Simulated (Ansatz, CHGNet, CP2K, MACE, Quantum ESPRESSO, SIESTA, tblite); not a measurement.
# Which run comes nearest? Twisted Zr2CO2 MXene bilayer, 38.21° (70 atoms)

The cell holds 70 atoms: 14 C, 28 Zr and 28 O. Its edges and angles: a = 8.757 Å, b = 8.757 Å, c = 28.150 Å, α = 90.0°, β = 90.0°, γ = 120.0°. It derives from Zr2CO2 (Zr2CO2 MXene). Zr2CO2 MXene (a = 3.31 Å) under Zr2CO2 MXene (a = 3.31 Å), bilayer, commensurate cell of 7 unit cells a layer, twist 38.21 deg; facing planes 2.95 Å apart; 16 Å of vacuum; layers as built, displaced by a Gaussian of 0.01 Å. Then every atom was moved at random, 0.02 Å r.m.s. a Cartesian component. Regions: layer 1, 35 atoms (7 C, 14 Zr and 14 O); layer 2, 35 atoms (7 C, 14 Zr and 14 O). Vacuum lies along c.

Geometry: as built.

The reference, a calculation:

```
method                                           : Kohn-Sham DFT, PBE, SSSP efficiency 1.3.0 pseudopotentials, plane waves (Quantum ESPRESSO 7.5); sssp-pbe-1.3.0-efficiency, cutoffs 60/480 Ry, Γ point
r.m.s. force component                           : 0.4521 eV/Å
longest force                                    : 1.87 eV/Å
gap (highest filled to lowest empty level) : 1.422 eV
time                                             : 19 min on 2 MPI ranks of Intel Xeon Platinum 8375C at 2.90GHz (Ice Lake), shared host
CPU time                                         : 39 min
```

Runs, in no order:
A. MACE MP-0b3 medium potential: machine-learned interatomic potential MACE MP-0b3 medium, trained on PBE(+U) plane-wave data
B. MACE MP-0b2 small potential: machine-learned interatomic potential MACE MP-0b2 small, trained on PBE(+U) plane-wave data
C. SIESTA PBE, DZP, shift 0.01 Ry, mesh 500 Ry: Kohn-Sham DFT, PBE, PseudoDojo 0.4.1 norm-conserving pseudopotentials (converted to PSML), numerical atomic orbitals (DZP), diagonalisation

**Question.** Rank the runs by how far their forces lie from the reference's, least first.

C, A, B.

```
                                           run  Δ force, r.m.s. (meV/Å)  share of r.m.s. force (%)  CPU time
C. SIESTA PBE, DZP, shift 0.01 Ry, mesh 500 Ry                      107                       23.7   7.8 min
               A. MACE MP-0b3 medium potential                      282                       62.5      11 s
                B. MACE MP-0b2 small potential                      484                        107      11 s
```

Machine-learned potentials mimic data converged in k, so the reference's own k-point error enters their differences. The electronic-structure runs sample only Γ, in a cell whose shortest periodic width is 8 Å.

[Logs are printed without paths, hosts, clocks, repeated set-up lines and the standing remarks that a program may print on its own settings, such as how far it seeks lower states.]

[Hosts, paths, dates, database ids (printed as entryN), source tags and the programs' standing remarks are cut or masked in the printed files.]
